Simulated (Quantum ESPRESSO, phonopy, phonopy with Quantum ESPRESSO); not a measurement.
# Grüneisen parameters and expansion of KCl (Fm-3m), part 2 of 2

Which modes of KCl drive its thermal expansion?

Measurements to reproduce:
- volume expansion coefficient 111.3 1e-6/K and heat capacity C_P per formula unit 51.7 J/mol/K near room temperature (given in “High-Throughput Prediction of Finite-Temperature Properties using the Quasi-Harmonic Approximation”, 2016, arXiv:1603.06924)
- volume expansion coefficient 114.9 1e-6/K near room temperature (given in “Descriptors for thermal expansion in solids”, 2017, arXiv:1701.03966)

Quantum ESPRESSO 7.5; DFT LDA, scalar-relativistic, plane waves, GBRV ultrasoft pseudopotentials.

So far. Step 16 (Phonons, V/V0 0.985): No mode is imaginary beyond numerical noise along the path. The highest zone-centre mode (no LO–TO term) moved by +3.4 % for a volume change of -1.5 %. Step 16 (Phonons, V/V0 0.985): The time given is that of the 2 pw.x runs on displaced cells behind this step.

## 17. Self-consistent run, V/V0 1.03

This step: DFT LDA, scalar-relativistic, plane waves, GBRV ultrasoft pseudopotentials (Quantum ESPRESSO 7.5).

System of this step: KCl. It takes space group Fm-3m (No. 225, cubic). Conventional cell: a = 6.107 Å, b = 6.107 Å, c = 6.107 Å, α = 90.00°, β = 90.00°, γ = 90.00°. Nearest to K lie 6 Cl at 3.05 Å. Nearest to Cl lie 6 K at 3.05 Å. Farther neighbours and most contacts between anions are not listed.

Contents of scf.in:

```
&CONTROL
  calculation = 'scf'
  prefix      = 'x'
  outdir      = './tmp'
  pseudo_dir  = './pseudo'
  tprnfor     = .true.
  tstress     = .true.
/
&SYSTEM
  ibrav       = 0
  nat         = 2
  ntyp        = 2
  ecutwfc     = 40.0
  ecutrho     = 240.0
  occupations = 'fixed'
  nbnd        = 10
/
&ELECTRONS
  conv_thr         = 1.0d-12
  mixing_beta      = 0.7
  electron_maxstep = 100
/
ATOMIC_SPECIES
 K      39.0983  K.upf
 Cl     35.4500  Cl.upf
CELL_PARAMETERS angstrom
     0.000000000    3.053717185    3.053717185
     3.053717185    0.000000000    3.053717185
     3.053717185    3.053717185    0.000000000
ATOMIC_POSITIONS crystal
 K      0.000000000   0.000000000   0.000000000
 Cl     0.500000000   0.500000000   0.500000000
K_POINTS automatic
 6 6 6 0 0 0
```

On the command line:

```
$ OMP_NUM_THREADS=1 mpirun -n 8 pw.x -nk 8 -in scf.in > scf.out
```

Elapsed: 4.8 s, on 8 MPI ranks of Arm Neoverse N1, shared host; 37 s of CPU time.

The run ends at a pressure of -1.10 GPa.

## 18. Zone-centre response

Contents of ph.in:

```
phonons
&INPUTPH
  prefix = 'x'
  outdir = './tmp'
  fildyn = 'x.dyn'
  tr2_ph = 1.0d-18
  epsil  = .true.
/
0.000000000 0.000000000 0.000000000
```

scf.in is that of step 17.

On the command line:

```
$ OMP_NUM_THREADS=1 mpirun -n 8 ph.x -nk 8 -in ph.in > ph.out
```

Run time: 71 s. Hardware: 8 MPI ranks; 9.4 min of CPU time.

ε∞:

```
2.50 0.00 0.00
0.00 2.50 0.00
0.00 0.00 2.50
```

The Born charges sum to zero within 0.014 e; the rest is removed before use. Acoustic frequencies in this log differ from zero by the error of the sum rule, which ph.x does not impose.

## 19. A displaced supercell

System of this step: KCl. It takes space group Imm2 (No. 44, orthorhombic). Conventional cell: a = 8.637 Å, b = 12.215 Å, c = 8.637 Å, α = 90.00°, β = 90.00°, γ = 90.00°. K has 6 Cl at 3.04 to 3.07 Å nearest. K has 6 Cl at 3.05 Å nearest. Nearest to K lie 6 Cl at 3.05 Å. Cl has 6 K at 3.05 Å nearest. Farther neighbours and most contacts between anions are not listed.

Contents of disp-00001.in:

```
&CONTROL
  calculation = 'scf'
  prefix      = 'x'
  outdir      = './tmp'
  pseudo_dir  = './pseudo'
  tprnfor     = .true.
  disk_io     = 'none'
/
&SYSTEM
  ibrav       = 0
  nat         = 16
  ntyp        = 2
  ecutwfc     = 40.0
  ecutrho     = 240.0
  occupations = 'fixed'
  nbnd        = 66
/
&ELECTRONS
  conv_thr         = 1.0d-11
  mixing_beta      = 0.7
  electron_maxstep = 100
/
ATOMIC_SPECIES
 K      39.0983  K.upf
 Cl     35.4500  Cl.upf
CELL_PARAMETERS angstrom
     0.000000000    6.107434370    6.107434370
     6.107434370    0.000000000    6.107434370
     6.107434370    6.107434370    0.000000000
ATOMIC_POSITIONS crystal
 K      0.002315561   0.000000000   0.000000000
 K      0.500000000   0.000000000   0.000000000
 K      0.000000000   0.500000000   0.000000000
 K      0.500000000   0.500000000   0.000000000
 K      0.000000000   0.000000000   0.500000000
 K      0.500000000   0.000000000   0.500000000
 K      0.000000000   0.500000000   0.500000000
 K      0.500000000   0.500000000   0.500000000
 Cl     0.250000000   0.250000000   0.250000000
 Cl     0.750000000   0.250000000   0.250000000
 Cl     0.250000000   0.750000000   0.250000000
 Cl     0.750000000   0.750000000   0.250000000
 Cl     0.250000000   0.250000000   0.750000000
 Cl     0.750000000   0.250000000   0.750000000
 Cl     0.250000000   0.750000000   0.750000000
 Cl     0.750000000   0.750000000   0.750000000
K_POINTS automatic
 3 3 3 0 0 0
```

On the command line:

```
$ OMP_NUM_THREADS=1 mpirun -n 4 pw.x -nk 4 -in disp-00001.in > disp-00001.out
```

Run time: 5.4 min. Hardware: 4 MPI ranks; 22 min of CPU time.

## 20. Phonons, V/V0 1.03

This step: DFT LDA, scalar-relativistic, plane waves, GBRV ultrasoft pseudopotentials (phonopy with Quantum ESPRESSO 4.10.0 / 7.5).

Wall time 5.4 min (8 threads).

No mode is imaginary beyond numerical noise along the path. The highest zone-centre mode (no LO–TO term) moved by -6.6 % for a volume change of +3.0 %.

The time given is that of the 2 pw.x runs on displaced cells behind this step.

## 21. Self-consistent run, V/V0 0.97

This step: DFT LDA, scalar-relativistic, plane waves, GBRV ultrasoft pseudopotentials (Quantum ESPRESSO 7.5).

System of this step: KCl. The structure is cubic, space group Fm-3m (No. 225). Conventional cell: a = 5.986 Å, b = 5.986 Å, c = 5.986 Å, α = 90.00°, β = 90.00°, γ = 90.00°. Nearest to K lie 6 Cl at 2.99 Å. Cl has 6 K at 2.99 Å nearest. Farther neighbours and most contacts between anions are not listed.

Changes to scf.in since step 18:

```diff
@@ -26,5 +26,5 @@
 CELL_PARAMETERS angstrom
-     0.000000000    3.053717185    3.053717185
-     3.053717185    0.000000000    3.053717185
-     3.053717185    3.053717185    0.000000000
+     0.000000000    2.993231564    2.993231564
+     2.993231564    0.000000000    2.993231564
+     2.993231564    2.993231564    0.000000000
 ATOMIC_POSITIONS crystal
```

On the command line:

```
$ OMP_NUM_THREADS=1 mpirun -n 8 pw.x -nk 8 -in scf.in > scf.out
```

Run time: 6.2 s. Hardware: 8 MPI ranks.

The run ends at a pressure of 0.43 GPa.

## 22. Born charges and dielectric tensor

ph.in is that of step 18.

scf.in is that of step 21.

On the command line:

```
$ OMP_NUM_THREADS=1 mpirun -n 8 ph.x -nk 8 -in ph.in > ph.out
```

Elapsed: 64 s, on 8 MPI ranks.

ε∞:

```
2.57 0.00 0.00
0.00 2.57 0.00
0.00 0.00 2.57
```

The Born charges sum to zero within 0.014 e; the rest is removed before use. Acoustic frequencies in this log differ from zero by the error of the sum rule, which ph.x does not impose.

## 23. Forces on a displaced cell

System of this step: KCl. The structure is orthorhombic, space group Imm2 (No. 44). Conventional cell: a = 8.466 Å, b = 11.973 Å, c = 8.466 Å, α = 90.00°, β = 90.00°, γ = 90.00°. Nearest to K lie 6 Cl at 2.98 to 3.01 Å. Nearest to K lie 6 Cl at 2.99 Å. Nearest to Cl lie 6 K at 2.99 Å. Farther neighbours and most contacts between anions are not listed.

Changes to disp-00001.in since step 19:

```diff
@@ -26,7 +26,7 @@
 CELL_PARAMETERS angstrom
-     0.000000000    6.107434370    6.107434370
-     6.107434370    0.000000000    6.107434370
-     6.107434370    6.107434370    0.000000000
+     0.000000000    5.986463128    5.986463128
+     5.986463128    0.000000000    5.986463128
+     5.986463128    5.986463128    0.000000000
 ATOMIC_POSITIONS crystal
- K      0.002315561   0.000000000   0.000000000
+ K      0.002362352   0.000000000   0.000000000
  K      0.500000000   0.000000000   0.000000000
```

On the command line:

```
$ OMP_NUM_THREADS=1 mpirun -n 4 pw.x -nk 4 -in disp-00001.in > disp-00001.out
```

Elapsed: 5.3 min, on 4 MPI ranks.

## 24. Phonons, V/V0 0.97

This step: DFT LDA, scalar-relativistic, plane waves, GBRV ultrasoft pseudopotentials (phonopy with Quantum ESPRESSO 4.10.0 / 7.5).

Elapsed: 5.3 min, on 8 threads; 42 min of CPU time.

Phonopy, LO-TO term from ph.x's tensors. Phonon branches along the path, in cm⁻¹:

```csv
point,branch 1,branch 2,branch 3,branch 4,branch 5,branch 6
Γ,0,0,0,178,178,235
halfway,44,44,138,182,183,183
X,53,53,101,184,184,191
halfway,62,71,99,181,183,191
U,82,91,107,171,178,191
jump to K,82,91,107,171,178,191
halfway,53,104,121,150,185,201
Γ,0,0,0,178,178,235
halfway,76,76,96,167,167,219
L,128,128,138,138,168,177
halfway,101,101,145,146,178,182
W,81,81,138,141,190,190
halfway,62,89,96,173,186,191
X,53,53,101,184,184,191
```

No mode is imaginary beyond numerical noise along the path. The highest zone-centre mode (no LO–TO term) moved by +6.9 % for a volume change of -3.0 %.

The time given is that of the 2 pw.x runs on displaced cells behind this step.

## 25. Self-consistent run, V/V0 1.05

This step: DFT LDA, scalar-relativistic, plane waves, GBRV ultrasoft pseudopotentials (Quantum ESPRESSO 7.5).

System of this step: KCl. Symmetry: Fm-3m, No. 225, cubic system. The conventional cell has a = 6.147 Å, b = 6.147 Å, c = 6.147 Å, α = 90.00°, β = 90.00°, γ = 90.00°. Nearest to K lie 6 Cl at 3.07 Å. Nearest to Cl lie 6 K at 3.07 Å. Farther neighbours and most contacts between anions are not listed.

Changes to scf.in since step 22:

```diff
@@ -26,5 +26,5 @@
 CELL_PARAMETERS angstrom
-     0.000000000    2.993231564    2.993231564
-     2.993231564    0.000000000    2.993231564
-     2.993231564    2.993231564    0.000000000
+     0.000000000    3.073355777    3.073355777
+     3.073355777    0.000000000    3.073355777
+     3.073355777    3.073355777    0.000000000
 ATOMIC_POSITIONS crystal
```

On the command line:

```
$ OMP_NUM_THREADS=1 mpirun -n 8 pw.x -nk 8 -in scf.in > scf.out
```

The job ended after 5.2 s (8 MPI ranks; 41 s of CPU time).

The run ends at a pressure of -1.49 GPa.

## 26. Born charges and dielectric tensor

ph.in is that of step 22.

scf.in is that of step 25.

On the command line:

```
$ OMP_NUM_THREADS=1 mpirun -n 8 ph.x -nk 8 -in ph.in > ph.out
```

The job ended after 73 s (8 MPI ranks).

The Born charges sum to zero within 0.014 e; the rest is removed before use. Acoustic frequencies in this log differ from zero by the error of the sum rule, which ph.x does not impose.

## 27. Forces on a displaced cell

System of this step: KCl. The structure is orthorhombic, space group Imm2 (No. 44). Conventional cell: a = 8.693 Å, b = 12.293 Å, c = 8.693 Å, α = 90.00°, β = 90.00°, γ = 90.00°. Nearest to K lie 6 Cl at 3.06 to 3.09 Å. Nearest to K lie 6 Cl at 3.07 Å. K has 6 Cl at 3.07 Å nearest. Cl has 6 K at 3.07 Å nearest. Farther neighbours and most contacts between anions are not listed.

Changes to disp-00001.in since step 23:

```diff
@@ -26,7 +26,7 @@
 CELL_PARAMETERS angstrom
-     0.000000000    5.986463128    5.986463128
-     5.986463128    0.000000000    5.986463128
-     5.986463128    5.986463128    0.000000000
+     0.000000000    6.146711554    6.146711554
+     6.146711554    0.000000000    6.146711554
+     6.146711554    6.146711554    0.000000000
 ATOMIC_POSITIONS crystal
- K      0.002362352   0.000000000   0.000000000
+ K      0.002300764   0.000000000   0.000000000
  K      0.500000000   0.000000000   0.000000000
```

On the command line:

```
$ OMP_NUM_THREADS=1 mpirun -n 4 pw.x -nk 4 -in disp-00001.in > disp-00001.out
```

The job ended after 5.3 min (4 MPI ranks).

## 28. Phonons, V/V0 1.05

This step: DFT LDA, scalar-relativistic, plane waves, GBRV ultrasoft pseudopotentials (phonopy with Quantum ESPRESSO 4.10.0 / 7.5).

The job ended after 6.2 min (8 threads).

Phonopy, LO-TO term from ph.x's tensors. Phonon branches along the path, in cm⁻¹:

```csv
point,branch 1,branch 2,branch 3,branch 4,branch 5,branch 6
Γ,0,0,0,149,149,212
halfway,47,47,113,152,152,169
X,59,59,107,152,152,156
halfway,64,72,104,149,152,156
U,76,96,102,141,149,157
jump to K,76,96,102,141,149,157
halfway,56,86,104,126,154,183
Γ,0,0,0,149,149,212
halfway,64,64,87,140,140,198
L,108,108,116,116,151,160
halfway,93,94,126,126,149,154
W,86,86,118,121,156,156
halfway,68,83,101,144,154,156
X,59,59,107,152,152,156
```

No mode is imaginary beyond numerical noise along the path. The highest zone-centre mode (no LO–TO term) moved by -10.8 % for a volume change of +5.0 %.

The time given is that of the 2 pw.x runs on displaced cells behind this step.

## 29. How the modes move with volume

This step: DFT LDA, scalar-relativistic, plane waves, GBRV ultrasoft pseudopotentials (phonopy 4.10.0).

This step gave:

* share of modes with a negative Grüneisen parameter: 0.124

Mean Grüneisen, by row:

| T (K) | heat-capacity-weighted mean | root mean square |
| --- | --- | --- |
| 50 | 1.052 | 1.519 |
| 100 | 1.349 | 1.69 |
| 200 | 1.433 | 1.737 |
| 300 | 1.449 | 1.745 |
| 500 | 1.457 | 1.75 |
| 800 | 1.46 | 1.751 |

The mean mode Grueneisen parameter by wavenumber:

```csv
wavenumber (cm⁻¹),mean mode Grueneisen parameter
3.7,-
11.2,-
26.2,0.921
33.6,0.026
48.6,0.0996
56.1,-0.401
63.6,0.0578
78.5,0.366
86.0,0.748
93.5,0.588
108.4,1.31
115.9,1.63
130.8,1.79
138.3,1.85
145.8,2
160.7,2.09
168.2,2.24
175.7,2.22
190.7,1.34
198.1,1.28
213.1,1.29
220.6,1.29
```

Volume series, by row:

| V/V0 | V (Å³/atom) | pressure (GPa) | E - E0 (meV/atom) | gap (eV) | zero-point energy (meV/atom) | lowest on the path (cm⁻¹) | highest at Gamma without the LO-TO term (cm⁻¹) |
| --- | --- | --- | --- | --- | --- | --- | --- |
| 0.97 | 26.82 | 0.434 | 3.904 | 5.282 | 25.45 | 0 | 178.6 |
| 0.985 | 27.23 | 0.002 | 1.279 | 5.221 | 24.82 | 0 | 172.7 |
| 1 | 27.65 | -0.4 | 0 | 5.163 | 24.2 | 0 | 167 |
| 1.015 | 28.06 | -0.767 | -0.316 | 5.107 | 23.61 | 0 | 161.4 |
| 1.03 | 28.48 | -1.097 | 0.146 | 5.052 | 23.01 | 0 | 156 |
| 1.05 | 29.03 | -1.495 | 2.153 | 4.982 | 22.23 | 0 | 148.9 |

The optical frequency at Gamma without the LO-TO term, mode 4 by V/V0:

```csv
V/V0,"optical frequency at Gamma without the LO-TO term, mode 4 (cm⁻¹)"
0.9700,179
0.9850,173
1.0000,167
1.0150,161
1.0300,156
1.0500,149
```

Grüneisen at points, by row:

| point | branch | frequency (cm⁻¹) | mode Grüneisen parameter |
| --- | --- | --- | --- |
| Γ | 4 | 167 | 2.25 |
| Γ | 6 | 225.5 | 1.3 |
| X | 1 | 55.4 | -1.52 |
| X | 3 | 104 | -0.67 |
| X | 4 | 171.9 | 2.39 |
| X | 6 | 177.7 | 2.52 |
| U | 1 | 79.5 | 0.89 |
| U | 2 | 93.4 | -0.71 |
| U | 3 | 104.9 | 0.62 |
| U | 4 | 159.7 | 2.38 |
| U | 5 | 166.8 | 2.21 |
| U | 6 | 177.6 | 2.45 |
| K | 1 | 79.5 | 0.89 |
| K | 2 | 93.4 | -0.71 |
| K | 3 | 104.9 | 0.62 |
| K | 4 | 159.7 | 2.38 |
| K | 5 | 166.8 | 2.21 |
| K | 6 | 177.6 | 2.45 |
| L | 1 | 120.1 | 2.15 |
| L | 3 | 129.4 | 2.13 |
| L | 5 | 161.2 | 1.37 |
| L | 6 | 170.3 | 1.29 |
| W | 1 | 83.4 | -0.82 |
| W | 3 | 130.7 | 1.92 |
| W | 4 | 133.1 | 1.92 |
| W | 5 | 176.4 | 2.42 |

The printed pressures lie 0.73 GPa below −dE/dV of the same runs on average, in a series that spans 1.9 GPa: energy and stress disagree, as they do when the basis is incomplete, so the pressures are not converged, and volume, bulk modulus and expansion from the fit are rough.

## 30. Quasi-harmonic fit by phonopy

Table of energy (each curve on its own zero) by volume; values in meV/atom:

| volume (Å³/atom) | static | F at 0 K | F at 300 K | F at 900 K |
| --- | --- | --- | --- | --- |
| 26.818 | 4.22 | 5.79 | 8.77 | 17.4 |
| 27.232 | 1.6 | 2.53 | 4.39 | 9.68 |
| 27.647 | 0.32 | 0.63 | 1.34 | 3.28 |
| 28.062 | 0 | -0.29 | -0.75 | -2.16 |
| 28.477 | 0.46 | -0.41 | -2.1 | -6.95 |
| 29.029 | 2.47 | 0.81 | -2.58 | -12.2 |

Phonopy-qha, vinet fit of F(V) at each temperature; no electronic free energy. Qha vinet, by row:

| T (K) | fitted volume (Å³/atom) | alpha_V (1e-6/K) | B_T (GPa) | C_P (J/mol-atom/K) | Grueneisen |
| --- | --- | --- | --- | --- | --- |
| 75 | 28.33 | 57.62 | 21.47 | 15.67 | 1.34 |
| 100 | 28.37 | 76.22 | 20.98 | 19.2 | 1.438 |
| 125 | 28.43 | 88.99 | 20.43 | 21.27 | 1.49 |
| 150 | 28.5 | 98.62 | 19.83 | 22.57 | 1.523 |
| 175 | 28.57 | 106.7 | 19.2 | 23.47 | 1.548 |
| 200 | 28.65 | 114.2 | 18.54 | 24.14 | 1.569 |
| 225 | 28.74 | 121.5 | 17.85 | 24.68 | 1.589 |

The volume expansion coefficient, phonopy-qha, Vinet by temperature:

| temperature (K) | volume expansion coefficient, phonopy-qha, Vinet (1e-6/K) |
| --- | --- |
| 75.0 | 57.6 |
| 100.0 | 76.2 |
| 125.0 | 89.0 |
| 150.0 | 98.6 |
| 175.0 | 107 |
| 200.0 | 114 |
| 225.0 | 121 |

## 31. What came out

| Item | Value |
| --- | --- |
| mean mode Grüneisen parameter at 300 K | 1.45 |

The table stops at 225 K because beyond it the fitted volume comes within 1 % of the largest computed cell, where the fit loses its support. The heat-capacity-weighted Grüneisen parameter goes from 1.05 at 50 K to 1.46 at 800 K; 12 % of the modes stiffen on expansion. Weighting γ by the density of states and each mode's heat capacity at 300 K, modes below 80 cm⁻¹ give about 1 % of the sum of γC that drives the expansion, those up to 150 cm⁻¹ 41 % and the rest 57 %. Among the labelled points γ is largest for branch 6 at X (178 cm⁻¹, 2.5) and most negative for branch 1 at X (55.4 cm⁻¹, -1.5). The printed pressures lie 0.73 GPa below −dE/dV of the same runs on average, in a series that spans 1.9 GPa: energy and stress disagree, as they do when the basis is incomplete, so the pressures are not converged, and volume, bulk modulus and expansion from the fit are rough. The supercell is 7.1 Å across at its narrowest and was not tested against a larger one: only its own wavevectors are exact, and acoustic branches between them, with the entropy at low temperature, can be off.

[Logs are printed without paths, hosts, clocks, repeated set-up lines and the standing remarks that a program may print on its own settings, such as how far it seeks lower states.]

[Hosts, paths, dates, database ids (printed as entryN), source tags and the programs' standing remarks are cut or masked in the printed files.]

[A step with changed settings may run another functional than the one named; its input shows which.]

[Of the runs on displaced cells, only some may be shown.]
